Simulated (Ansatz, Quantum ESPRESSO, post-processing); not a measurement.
# Conductance against width: vacuum gaps between two Ta(110) faces, part 4 of 4

Aim: how the conductance falls as the barrier grows, for vacuum gaps between two Ta(110) faces.

Quantum ESPRESSO 7.5; plane-wave DFT, PBE, JTH PAW pseudopotentials; cross-check by Ansatz 0.2.0 with PAW datasets.

So far. Step 6 (The open system, 5 Å): T goes from 0.522 to 0.284, a factor of 1.8. Step 7 (The same in Ansatz, 5 Å): Ansatz finds T = 0.283 against pwcond's 0.284.

### 8. Self-consistent run, 6 Å

Level of this step: plane-wave DFT, PBE, JTH PAW pseudopotentials (Quantum ESPRESSO 7.5).

File j2.scf.in:

```
&control
  prefix = 'j2.scf'
  outdir = './out'
  pseudo_dir = './pseudo'
  calculation = 'scf'
  tprnfor = .true.
/
&system
  ibrav = 0
  nat = 16
  ntyp = 1
  ecutwfc = 45
  ecutrho = 360
  occupations = 'smearing'
  smearing = 'mv'
  degauss = 0.01
/
&electrons
  conv_thr = 1e-07
  mixing_beta = 0.25
  electron_maxstep = 120
  mixing_mode = 'local-TF'
/
ATOMIC_SPECIES
  Ta  180.9479  Ta.GGA_PBE-JTH.UPF
CELL_PARAMETERS angstrom
  3.32000000000000 0.00000000000000 0.00000000000000
  1.66000000000000 2.34759451353934 0.00000000000000
  0.00000000000000 0.00000000000000 41.21391770309007
ATOMIC_POSITIONS crystal
  Ta  0.000000000000 0.000000000000 0.000000000000
  Ta  0.500000000000 0.000000000000 0.056961207388
  Ta  0.000000000000 0.000000000000 0.113922414775
  Ta  0.500000000000 0.000000000000 0.170883622163
  Ta  0.000000000000 0.000000000000 0.227844829550
  Ta  0.500000000000 0.000000000000 0.284806036938
  Ta  0.000000000000 0.000000000000 0.341767244325
  Ta  0.500000000000 0.000000000000 0.398728451713
  Ta  0.000000000000 0.000000000000 0.544310340900
  Ta  0.500000000000 0.000000000000 0.601271548287
  Ta  0.000000000000 0.000000000000 0.658232755675
  Ta  0.500000000000 0.000000000000 0.715193963062
  Ta  0.000000000000 0.000000000000 0.772155170450
  Ta  0.500000000000 0.000000000000 0.829116377837
  Ta  0.000000000000 0.000000000000 0.886077585225
  Ta  0.500000000000 0.000000000000 0.943038792612
K_POINTS automatic
  9 10 1 0 0 0
```

The run is started by

```console
$ OMP_NUM_THREADS=1 mpirun -n 4 pw.x -nk 4 -in j2.scf.in > j2.scf.out
```

Numbers of over 12 decimals in the logs are rounded to 6 here.

The log of the run:

```text
[banner, memory and clock lines left out]
Program PWSCF v.7.5 starts
[...]
Message from routine setup:
[...]
number of electrons       =       208.00
     number of Kohn-Sham states=          125
     kinetic-energy cutoff     =      45.0000  Ry
     charge density cutoff     =     360.0000  Ry
[...]
number of k points=    46  Marzari-Vanderbilt smearing, width (Ry)=  0.0100
[...]
Dense  grid:   250291 G-vectors     FFT dimensions: (  40,  36, 480)
[...]
Starting wfcs are  288 randomized atomic wfcs
[...]
estimated scf accuracy    <      31.83289440 Ry
[...]
estimated scf accuracy    <      13.90260227 Ry
[...]
estimated scf accuracy    <       3.20578062 Ry
[...]
estimated scf accuracy    <       4.28235237 Ry
[...]
estimated scf accuracy    <       0.02584226 Ry
[...]
estimated scf accuracy    <       0.01343286 Ry
[...]
estimated scf accuracy    <       0.00281531 Ry
[...]
estimated scf accuracy    <       0.02062378 Ry
[...]
estimated scf accuracy    <       0.00248778 Ry
[...]
estimated scf accuracy    <       0.00032423 Ry
[...]
estimated scf accuracy    <       0.00045092 Ry
[...]
estimated scf accuracy    <       0.00001790 Ry
[...]
estimated scf accuracy    <       0.00001484 Ry
[...]
estimated scf accuracy    <       0.00000099 Ry
[...]
estimated scf accuracy    <       0.00000012 Ry
[...]
the Fermi energy is    16.0729 ev
!    total energy              =  -11633.99150071 Ry
[...]
estimated scf accuracy    <       0.00000007 Ry
     smearing contrib. (-TS)   =       0.00168805 Ry
     internal energy E=F+TS    =  -11633.99318875 Ry
[...]
one-electron contribution =   -2247.10905347 Ry
     hartree contribution      =    1259.31809526 Ry
     xc contribution           =    -435.25957432 Ry
     ewald contribution        =    -531.97108067 Ry
[...]
convergence has been achieved in  16 iterations
[...]
Total force =     0.035512     Total SCF correction =     0.001282
[...]
```

It took 14 min on 4 MPI ranks of Arm Neoverse V2, shared host; peak memory 2.5 GiB.

Read from the output:

| Property | Result |
| --- | --- |
| free energy | -158288.5182 eV |
| Fermi energy | 16.07 eV |

### 9. Transmission with pwcond.x, 6 Å

File j2.cond.in:

```
&inputcond
  outdir = './out'
  prefixt = 'j2.scf'
  tran_file = 'j2.cond.dat'
  bdl = 1.4142135633
  bds = 12.4138306325
  ikind = 1
  ewind = 4.0
  epsproj = 1e-05
  nz1 = 7
  energy0 = 0.4
  denergy = -0.4
/
21
  0.00000000 0.00000000 0.01562500
  0.00000000 0.12500000 0.03125000
  0.00000000 0.25000000 0.03125000
  0.00000000 0.37500000 0.03125000
  0.00000000 0.50000000 0.01562500
  0.12500000 0.00000000 0.06250000
  0.12500000 0.25000000 0.06250000
  0.12500000 0.37500000 0.06250000
  0.12500000 0.50000000 0.06250000
  0.25000000 0.00000000 0.06250000
  0.25000000 0.12500000 0.03125000
  0.25000000 0.37500000 0.06250000
  0.25000000 0.50000000 0.06250000
  0.25000000 0.62500000 0.03125000
  0.37500000 0.00000000 0.06250000
  0.37500000 0.12500000 0.06250000
  0.37500000 0.50000000 0.06250000
  0.37500000 0.62500000 0.06250000
  0.50000000 0.00000000 0.03125000
  0.50000000 0.12500000 0.06250000
  0.50000000 0.25000000 0.03125000
3
```

The run is started by

```console
$ OMP_NUM_THREADS=1 mpirun -n 4 pwcond.x -in j2.cond.in > j2.cond.out
```

The log of the run:

```text
[banner, memory and clock lines left out]
Program PWCOND v.7.5 starts
[citation notice left out]

[...]
./out/j2.scf.save/
     file Ta.GGA_PBE-JTH.UPF: wavefunction(s)  5S 6S 5P 6P 5D 0D renormalized

     IMPORTANT: XC functional enforced from input :
     Exchange-correlation= PBE
                           (   1   4   3   4   0   0   0)
     Any further DFT definition will be discarded
     Please, verify this is what you really want

     Reading collected, re-writing distributed wavefunctions

===== INPUT FILE containing all the regions =====

[...]
---  E-Ef =   -0.4000000  k =    0.5000000   0.2500000
---  ie =          3  ik =         21
 Nchannels of the left tip =            1
 Right moving states:
   k1(2pi/a)   k2(2pi/a)   E-Ef (eV)
  -0.4194096   0.0000155  -0.4000000
 Left moving states:
   k1(2pi/a)   k2(2pi/a)   E-Ef (eV)
   0.4194097   0.0000155  -0.4000000

 to transmit
 Band j to band i transmissions and reflections:
    j         i     |T_ij|^2    |R_ij|^2

    1 -->     1     0.01193     0.98807
   Total T_j, R_j =    0.01193  0.98807

E-Ef(ev), T(x2 spins) =   -0.4000000   0.0238592
   T_tot     0.40000      0.17619E+00
   T_tot     0.00000      0.30834E+00
   T_tot    -0.40000      0.37325E+00

[...]
```

The job ended after 2.8 min (4 MPI ranks; peak memory 0.35 GiB; 11 min of CPU time).

Read from the output:

```
transmission at the Fermi level, one spin : 0.1542
conductance                               : 0.1542 G₀
```

Per spin; mean over the k mesh across the current. Transmission, zone mean against energy, zero at the Fermi level:

| energy (eV) | transmission, zone mean |
| --- | --- |
| -0.400 | 0.187 |
| 0.000 | 0.154 |
| 0.400 | 0.0881 |

At 0.000 eV; k in fractions of b1, b2. Transmission by k point:

| k1 | k2 | weight | t | channels |
| --- | --- | --- | --- | --- |
| 0 | 0 | 0.01562 | 0.5603 | 3 |
| 0 | 0.125 | 0.03125 | 0.7042 | 3 |
| 0 | 0.25 | 0.03125 | 6.00e-7 | 1 |
| 0 | 0.375 | 0.03125 | 0.003794 | 2 |
| 0 | 0.5 | 0.01562 | 3.19e-4 | 2 |
| 0.125 | 0 | 0.0625 | 0.7208 | 3 |
| 0.125 | 0.25 | 0.0625 | 0.7717 | 2 |
| 0.125 | 0.375 | 0.0625 | 0.0388 | 1 |
| 0.125 | 0.5 | 0.0625 | 3.54e-4 | 2 |
| 0.25 | 0 | 0.0625 | 0 | 0 |
| 0.25 | 0.125 | 0.03125 | 0.6338 | 3 |
| 0.25 | 0.375 | 0.0625 | 0 | 0 |
| 0.25 | 0.5 | 0.0625 | 0.04807 | 1 |
| 0.25 | 0.625 | 0.03125 | 7.50e-4 | 2 |
| 0.375 | 0 | 0.0625 | 0.03922 | 2 |
| 0.375 | 0.125 | 0.0625 | 0.009197 | 1 |
| 0.375 | 0.5 | 0.0625 | 0.005134 | 2 |
| 0.375 | 0.625 | 0.0625 | 0.009584 | 1 |
| 0.5 | 0 | 0.03125 | 0.003726 | 2 |
| 0.5 | 0.125 | 0.0625 | 0.007679 | 3 |
| 0.5 | 0.25 | 0.03125 | 0.005841 | 1 |

The run is unpolarised; a magnetic state was not tried, may lie lower and would change T.

T goes from 0.284 to 0.154, a factor of 1.8.

### 10. Cross-check with Ansatz, 6 Å

Level of this step: plane-wave DFT, PBE, Ansatz PAW (Ansatz 0.2.0).

File input.yaml:

```yaml
crystal:
  lattice:
    - [3.32, 0.0, 0.0]
    - [1.66, 2.3475945135, 0.0]
    - [0.0, 0.0, 41.2139177031]
  atoms:
    - { symbol: Ta, position: [0.0, 0.0, 0.0] }
    - { symbol: Ta, position: [0.5, 0.0, 0.0569612074] }
    - { symbol: Ta, position: [0.0, 0.0, 0.1139224148] }
    - { symbol: Ta, position: [0.5, 0.0, 0.1708836222] }
    - { symbol: Ta, position: [0.0, 0.0, 0.2278448296] }
    - { symbol: Ta, position: [0.5, 0.0, 0.2848060369] }
    - { symbol: Ta, position: [0.0, 0.0, 0.3417672443] }
    - { symbol: Ta, position: [0.5, 0.0, 0.3987284517] }
    - { symbol: Ta, position: [0.0, 0.0, 0.5443103409] }
    - { symbol: Ta, position: [0.5, 0.0, 0.6012715483] }
    - { symbol: Ta, position: [0.0, 0.0, 0.6582327557] }
    - { symbol: Ta, position: [0.5, 0.0, 0.7151939631] }
    - { symbol: Ta, position: [0.0, 0.0, 0.7721551704] }
    - { symbol: Ta, position: [0.5, 0.0, 0.8291163778] }
    - { symbol: Ta, position: [0.0, 0.0, 0.8860775852] }
    - { symbol: Ta, position: [0.5, 0.0, 0.9430387926] }
kpoints:
  mp_grid: { grid: [9, 10, 1] }
hamiltonian:
  xc: pbe
scf:
  occupations: { method: fermi_dirac, width: 0.1 }
  convergence: { dr2_threshold: 1.0e-08 }
output:
  transmission: { leads: [[0, 2]], e_range: [-0.4, 0.4], de: 0.4, kmesh: [8, 8] }
  write_potential: true
  write_density: true
  volumetric_format: npy
```

The run is started by

```console
$ ansatz run input.yaml --threads 4 --pin off --max-ram 16384MiB --backend cpu --events-out ev --progress --plain --runs-dir out
```

The log of the run:

```text
[...]
Crystal: 16 atoms, lattice volume = 321.222 Å³
Basis set: ecut = 420 eV, 6291 PW (Γ)
Bands: 125, of which v1, the nominal top of the filled ones, is band 104 counted from 1 (103 counted from 0)
Symmetry: 4 space group operations
k-points: 46 of 90
[...]
k-point 45: bands = [... 100 lower, 16.1475, 16.2100, 16.2463, 16.3731, 16.5845, 16.7010, 16.9203, 16.9948, ... 17 higher]
--- Transmission ---
  basis      : 67 plane waves across, 68 finite elements along
  points     : 34, standing for a mesh of 8 x 8
[...]
channels       : 1.640625e0 a spin
[...]
slowest decay  : 0.1359 /Å at (0.2500, 0.0000)
  junction   : crystal 0 to crystal 0, -0.48 to 36.04 Å
    transmission   : 1.523740e-1 a spin
[...]
[key lines of the parts left out:]
SCF converged after 9 iterations
Free energy (F): -158913.991818 eV
Fermi energy:    16.388934 eV
```

It took 60 s on 4 threads; peak memory 1.8 GiB; 3.6 min of CPU time.

Read from the output:

```
free energy                                  : -158913.9918 eV
energy at zero smearing                      : -158913.6287 eV
smearing term TS                             : 0.7262 eV
Fermi energy                                 : 16.39 eV
transmission at the Fermi level, one spin    : 0.1524
step of the lead's Hamiltonian over a period : 3.6 meV
```

Per spin; mean over the k mesh across the current. Table of transmission, zone mean by energy, zero at the Fermi level:

| energy (eV) | transmission, zone mean |
| --- | --- |
| -0.400 | 0.200 |
| 0.000 | 0.152 |
| 0.400 | 0.0847 |

Ansatz finds T = 0.152 against pwcond's 0.154.

### 11. SCF with pw.x, 7 Å

Level of this step: plane-wave DFT, PBE, JTH PAW pseudopotentials (Quantum ESPRESSO 7.5).

File j3.scf.in:

```
&control
  prefix = 'j3.scf'
  outdir = './out'
  pseudo_dir = './pseudo'
  calculation = 'scf'
  tprnfor = .true.
/
&system
  ibrav = 0
  nat = 16
  ntyp = 1
  ecutwfc = 45
  ecutrho = 360
  occupations = 'smearing'
  smearing = 'mv'
  degauss = 0.01
/
&electrons
  conv_thr = 1e-07
  mixing_beta = 0.25
  electron_maxstep = 120
  mixing_mode = 'local-TF'
/
ATOMIC_SPECIES
  Ta  180.9479  Ta.GGA_PBE-JTH.UPF
CELL_PARAMETERS angstrom
  3.32000000000000 0.00000000000000 0.00000000000000
  1.66000000000000 2.34759451353934 0.00000000000000
  0.00000000000000 0.00000000000000 42.21391770309006
ATOMIC_POSITIONS crystal
  Ta  0.000000000000 0.000000000000 0.000000000000
  Ta  0.500000000000 0.000000000000 0.055611860762
  Ta  0.000000000000 0.000000000000 0.111223721525
  Ta  0.500000000000 0.000000000000 0.166835582287
  Ta  0.000000000000 0.000000000000 0.222447443050
  Ta  0.500000000000 0.000000000000 0.278059303812
  Ta  0.000000000000 0.000000000000 0.333671164574
  Ta  0.500000000000 0.000000000000 0.389283025337
  Ta  0.000000000000 0.000000000000 0.555105113901
  Ta  0.500000000000 0.000000000000 0.610716974663
  Ta  0.000000000000 0.000000000000 0.666328835426
  Ta  0.500000000000 0.000000000000 0.721940696188
  Ta  0.000000000000 0.000000000000 0.777552556950
  Ta  0.500000000000 0.000000000000 0.833164417713
  Ta  0.000000000000 0.000000000000 0.888776278475
  Ta  0.500000000000 0.000000000000 0.944388139238
K_POINTS automatic
  9 10 1 0 0 0
```

The run is started by

```console
$ OMP_NUM_THREADS=1 mpirun -n 4 pw.x -nk 4 -in j3.scf.in > j3.scf.out
```

The log of the run:

```text
[banner, memory and clock lines left out]
Program PWSCF v.7.5 starts
[...]
Message from routine setup:
[...]
number of electrons       =       208.00
     number of Kohn-Sham states=          125
     kinetic-energy cutoff     =      45.0000  Ry
     charge density cutoff     =     360.0000  Ry
[...]
number of k points=    46  Marzari-Vanderbilt smearing, width (Ry)=  0.0100
[...]
Dense  grid:   256301 G-vectors     FFT dimensions: (  40,  36, 486)
[...]
Starting wfcs are  288 randomized atomic wfcs
[...]
estimated scf accuracy    <      31.86908537 Ry
[...]
estimated scf accuracy    <      14.03472301 Ry
[...]
estimated scf accuracy    <       3.17127076 Ry
[...]
estimated scf accuracy    <       5.00566928 Ry
[...]
estimated scf accuracy    <       0.04496328 Ry
[...]
estimated scf accuracy    <       0.12177953 Ry
[...]
estimated scf accuracy    <       0.01855068 Ry
[...]
estimated scf accuracy    <       0.06979616 Ry
[...]
estimated scf accuracy    <       0.02071256 Ry
[...]
estimated scf accuracy    <       0.00074698 Ry
[...]
estimated scf accuracy    <       0.00062285 Ry
[...]
estimated scf accuracy    <       0.00003086 Ry
[...]
estimated scf accuracy    <       0.00005905 Ry
[...]
estimated scf accuracy    <       0.00000635 Ry
[...]
estimated scf accuracy    <       0.00000072 Ry
[...]
estimated scf accuracy    <       0.00000015 Ry
[...]
the Fermi energy is    15.5793 ev
!    total energy              =  -11633.99003683 Ry
[...]
estimated scf accuracy    <       0.00000006 Ry
     smearing contrib. (-TS)   =       0.00168067 Ry
     internal energy E=F+TS    =  -11633.99171750 Ry
[...]
one-electron contribution =   -3422.22402244 Ry
     hartree contribution      =    1843.11960137 Ry
     xc contribution           =    -435.26112092 Ry
     ewald contribution        =      59.34603608 Ry
[...]
convergence has been achieved in  17 iterations
[...]
Total force =     0.038417     Total SCF correction =     0.001669
[...]
```

Wall time 15 min (4 MPI ranks); peak memory 2.4 GiB.

Read from the output:

| Item | Value |
| --- | --- |
| free energy | -158288.4982 eV |
| Fermi energy | 15.58 eV |

### 12. Transmission with pwcond.x, 7 Å

j3.cond.in, as its differences from the input of step 9:

```diff
@@ -2,6 +2,6 @@
   outdir = './out'
-  prefixt = 'j2.scf'
-  tran_file = 'j2.cond.dat'
+  prefixt = 'j3.scf'
+  tran_file = 'j3.cond.dat'
   bdl = 1.4142135633
-  bds = 12.4138306325
+  bds = 12.7150354518
   ikind = 1
```

The run is started by

```console
$ OMP_NUM_THREADS=1 mpirun -n 4 pwcond.x -in j3.cond.in > j3.cond.out
```

The log of the run:

```text
[banner, memory and clock lines left out]
Program PWCOND v.7.5 starts
[citation notice left out]

[...]
./out/j3.scf.save/
     file Ta.GGA_PBE-JTH.UPF: wavefunction(s)  5S 6S 5P 6P 5D 0D renormalized

     IMPORTANT: XC functional enforced from input :
     Exchange-correlation= PBE
                           (   1   4   3   4   0   0   0)
     Any further DFT definition will be discarded
     Please, verify this is what you really want

     Reading collected, re-writing distributed wavefunctions

===== INPUT FILE containing all the regions =====

[...]
---  E-Ef =   -0.4000000  k =    0.5000000   0.2500000
---  ie =          3  ik =         21
 Nchannels of the left tip =            1
 Right moving states:
   k1(2pi/a)   k2(2pi/a)   E-Ef (eV)
  -0.4217436   0.0000186  -0.4000000
 Left moving states:
   k1(2pi/a)   k2(2pi/a)   E-Ef (eV)
   0.4217435   0.0000186  -0.4000000

 to transmit
 Band j to band i transmissions and reflections:
    j         i     |T_ij|^2    |R_ij|^2

    1 -->     1     0.00083     0.99917
   Total T_j, R_j =    0.00083  0.99917

E-Ef(ev), T(x2 spins) =   -0.4000000   0.0016652
   T_tot     0.40000      0.35069E-01
   T_tot     0.00000      0.11131E+00
   T_tot    -0.40000      0.63773E-01

[...]
```

Elapsed: 2.7 min, on 4 MPI ranks; peak memory 0.35 GiB; 11 min of CPU time.

This step gave:

| Quantity | Value |
| --- | --- |
| transmission at the Fermi level, one spin | 0.05565 |
| conductance | 0.05565 G₀ |

Per spin; mean over the k mesh across the current. Transmission, zone mean against energy, zero at the Fermi level:

| energy (eV) | transmission, zone mean |
| --- | --- |
| -0.400 | 0.0319 |
| 0.000 | 0.0557 |
| 0.400 | 0.0175 |

The run is unpolarised; a magnetic state was not tried, may lie lower and would change T.

T goes from 0.154 to 0.0557, a factor of 2.8.

### 13. The same in Ansatz, 7 Å

Level of this step: plane-wave DFT, PBE, Ansatz PAW (Ansatz 0.2.0).

input.yaml, the sections that differ from step 10:

```yaml
crystal:
  lattice:
    - [3.32, 0.0, 0.0]
    - [1.66, 2.3475945135, 0.0]
    - [0.0, 0.0, 42.2139177031]
  atoms:
    - { symbol: Ta, position: [0.0, 0.0, 0.0] }
    - { symbol: Ta, position: [0.5, 0.0, 0.0556118608] }
    - { symbol: Ta, position: [0.0, 0.0, 0.1112237215] }
    - { symbol: Ta, position: [0.5, 0.0, 0.1668355823] }
    - { symbol: Ta, position: [0.0, 0.0, 0.222447443] }
    - { symbol: Ta, position: [0.5, 0.0, 0.2780593038] }
    - { symbol: Ta, position: [0.0, 0.0, 0.3336711646] }
    - { symbol: Ta, position: [0.5, 0.0, 0.3892830253] }
    - { symbol: Ta, position: [0.0, 0.0, 0.5551051139] }
    - { symbol: Ta, position: [0.5, 0.0, 0.6107169747] }
    - { symbol: Ta, position: [0.0, 0.0, 0.6663288354] }
    - { symbol: Ta, position: [0.5, 0.0, 0.7219406962] }
    - { symbol: Ta, position: [0.0, 0.0, 0.777552557] }
    - { symbol: Ta, position: [0.5, 0.0, 0.8331644177] }
    - { symbol: Ta, position: [0.0, 0.0, 0.8887762785] }
    - { symbol: Ta, position: [0.5, 0.0, 0.9443881392] }
# kpoints, hamiltonian, scf, output: as in step 10
```

The run is started by

```console
$ ansatz run input.yaml --threads 4 --pin off --max-ram 16384MiB --backend cpu --events-out ev --progress --plain --runs-dir out
```

The log of the run:

```text
[...]
Crystal: 16 atoms, lattice volume = 329.016 Å³
Basis set: ecut = 420 eV, 6439 PW (Γ)
Bands: 125, of which v1, the nominal top of the filled ones, is band 104 counted from 1 (103 counted from 0)
Symmetry: 4 space group operations
k-points: 46 of 90
[...]
k-point 45: bands = [... 100 lower, 15.6486, 15.7104, 15.7475, 15.8763, 16.0841, 16.1987, 16.4249, 16.5001, ... 17 higher]
--- Transmission ---
  basis      : 67 plane waves across, 69 finite elements along
  points     : 34, standing for a mesh of 8 x 8
[...]
channels       : 1.640625e0 a spin
[...]
slowest decay  : 0.1358 /Å at (0.2500, 0.0000)
  junction   : crystal 0 to crystal 0, -0.48 to 37.04 Å
    transmission   : 5.348950e-2 a spin
[...]
[key lines of the parts left out:]
SCF converged after 9 iterations
Free energy (F): -158913.969597 eV
Fermi energy:    15.889278 eV
```

It took 60 s on 4 threads; peak memory 1.9 GiB; 3.7 min of CPU time.

Numbers from this step:

- free energy: -158913.9696 eV
- energy at zero smearing: -158913.6064 eV
- smearing term TS: 0.7264 eV
- Fermi energy: 15.89 eV
- transmission at the Fermi level, one spin: 0.05349
- step of the lead's Hamiltonian over a period: 3.5 meV

Per spin; mean over the k mesh across the current. Transmission, zone mean against energy, zero at the Fermi level:

| energy (eV) | transmission, zone mean |
| --- | --- |
| -0.400 | 0.0305 |
| 0.000 | 0.0535 |
| 0.400 | 0.0166 |

Ansatz finds T = 0.0535 against pwcond's 0.0557.

### 14. The series side by side

All levels:

| level | T by pwcond | T by Ansatz | lead channels | CPU time (s) |
| --- | --- | --- | --- | --- |
| 4 Å | 0.522 | 0.5144 | 1.641 | 3564 |
| 5 Å | 0.284 | 0.2828 | 1.641 | 3999 |
| 6 Å | 0.1542 | 0.1524 | 1.641 | 4124 |
| 7 Å | 0.05565 | 0.05349 | 1.641 | 4252 |

### 15. By hand

For the narrowest barrier, the Landauer sum over the mesh, Σ w T = 0.0625 × 1.03 + 0.0625 × 0.975 + 0.0625 × 0.875 + … = 0.5220.

G = 0.522 × 77.48 µS = 40.4 µS a cell. Times the area of 7.794 Å², the resistance-area product is A/G = 1.93 fΩ m², the leads' contact resistance included.

κ = ln(T₁/T₂)/(2Δd) = ln(0.1542/0.05565)/(2 × 1 Å) = 0.51 1/Å.

### 16. Summary of results

```yaml
conductance_a_cell_at_4_a: 0.522 G₀
conductance_a_cell_at_5_a: 0.284 G₀
conductance_a_cell_at_6_a: 0.154 G₀
conductance_a_cell_at_7_a: 0.0557 G₀
fall_of_ln_t_per_a_over_the_last_interval: 1.02
```

The conductance goes from 0.522 G₀ at 4 Å to 0.0557 G₀ at 7 Å (PBE, JTH PAW). Interval by interval ln T falls by 0.61, 0.61 and 1.02 per Å: the decay still steepens, so it isn't yet a plain exponential. Even at the widest gap some points across still pass up to 0.91, so the fall of the mean gives no barrier height. Ansatz follows the series within a factor of 1.04. Points with over 2.5 times the mean carry up to 93 % of T, so the means lean on few points, and the mesh was not tested. The geometries are as built, not relaxed, and the leads are short. Semilocal functionals lack the image potential in a vacuum gap. Spin-orbit coupling is left out; depending on the atoms that carry the levels of interest, it can split and shift them by tenths of an eV to an eV or more.

[Logs are printed without paths, hosts, clocks, repeated set-up lines and the standing remarks that a program may print on its own settings, such as how far it seeks lower states.]

[Hosts, paths, dates, database ids (printed as entryN), source tags and the programs' standing remarks are cut or masked in the printed files.]

[Maps of the electrostatic potential energy from Ansatz leave out the sawtooth potential of an applied field or a dipole correction, so their vacuum need not be flat; planar profiles and work functions include it.]
